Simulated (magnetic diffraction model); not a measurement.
## Moment size from magnetic intensity in Li₂CoSe₂O₈

Space group P2_1/c (no. 14), a = 5.0440 Å, b = 8.1910 Å, c = 9.0090 Å, β = 121.49°.

| site | atom | x | y | z |
| --- | --- | --- | --- | --- |
| 4e | Se | 0.3423 | 0.3090 | 0.2965 |
| 2a | Co | 0 | 0 | 0 |
| 4e | O | 0.6728 | 0.3073 | 0.3755 |
| 4e | O | 0.2781 | 0.3499 | 0.4424 |
| 4e | O | 0.1926 | 0.1396 | 0.2427 |
| 4e | O | 0.1764 | 0.4153 | 0.1462 |
| 4e | Li | 0.0253 | 0.6347 | 0.0993 |

This is a made-up structure (elements placed in a structure type, unrelaxed), so the numbers test the method and describe no known phase.

Only Co is taken to order (form factors of Co2+); orders and moment sizes are assumed, and not adapted to the symmetry. Radiation: neutrons of λ = 2.36 Å, 5° to 40°; isotropic B of 0.2 Å² (Se), 0.19 Å² (Co), 0.28 Å² (O) and 0.28 Å² (Li). The intensities are simulated: I ∝ L Σ (|F_N|² + |F_M⊥|²) for unpolarised neutrons, with F_M = 2.695 fm/μB × Σ f(s) S exp(2πi Q·r) exp(−B s²) at Q = H ± k (one set where k and −k are equivalent), only the part normal to Q counting and L = 1/(sin²θ cos θ). For collinear order S is the moment m, which repeats by lattice and centring translations R with the sign exp(−2πi k·R). Form factors are spin-only for 3d ions and dipole or tabulated for f ions, scattering lengths are Sears's of 1992, and absorption is left out. A label names one of the reflections at its angle. The strongest nuclear line in the range is 100, and lines under 0.2 are left out.

In a first state the assumed order is k = (1/2 1/2 1/2), collinear moments along [110], 2.88 μB on Co; signs + at (0, 0, 0), − at (0, 1/2, 1/2), with this pattern:

| 2θ (°) | index | nuclear | magnetic |
| --- | --- | --- | --- |
| 15.80 | (-1/2 1/2 1/2) | 0.0 | 17.3 |
| 23.34 | (1/2 1/2 1/2) | 0.0 | 4.8 |
| 24.24 | (1/2 1/2 -3/2) | 0.0 | 4.6 |
| 24.31 | (0 1 1) | 25.0 | 0.0 |
| 31.85 | (1 0 0) | 5.3 | 0.0 |
| 31.92 | (1 1 -1) | 5.4 | 0.0 |
| 33.19 | (1 0 -2) | 4.0 | 0.0 |
| 33.37 | (1/2 -3/2 1/2) | 0.0 | 2.7 |
| 33.49 | (0 2 0) | 22.2 | 0.0 |
| 34.02 | (-1/2 3/2 3/2) | 0.0 | 2.6 |
| 35.78 | (0 0 2) | 20.2 | 0.0 |
| 36.10 | (1 1 0) | 85.2 | 0.0 |
| 37.31 | (1 1 -2) | 100.0 | 0.0 |
| 38.11 | (0 2 1) | 38.6 | 0.0 |
| 38.76 | (1/2 -1/2 3/2) | 0.0 | 2.3 |
| 39.67 | (0 1 2) | 27.1 | 0.0 |
(The table stops after 16 lines; 1 more lie at higher angle.)

**Question.** Nearer the ordering temperature the line at 15.80° has total intensity 4.3 on the same scale, and all moments have shrunk alike. How large is the Co moment?

The nuclear part, 0.0, stays, so the magnetic part is 4.3 against 17.3. It goes as m², so m = 2.88 × √(4.3/17.3) = 1.44 μB; the value used was 1.44 μB.
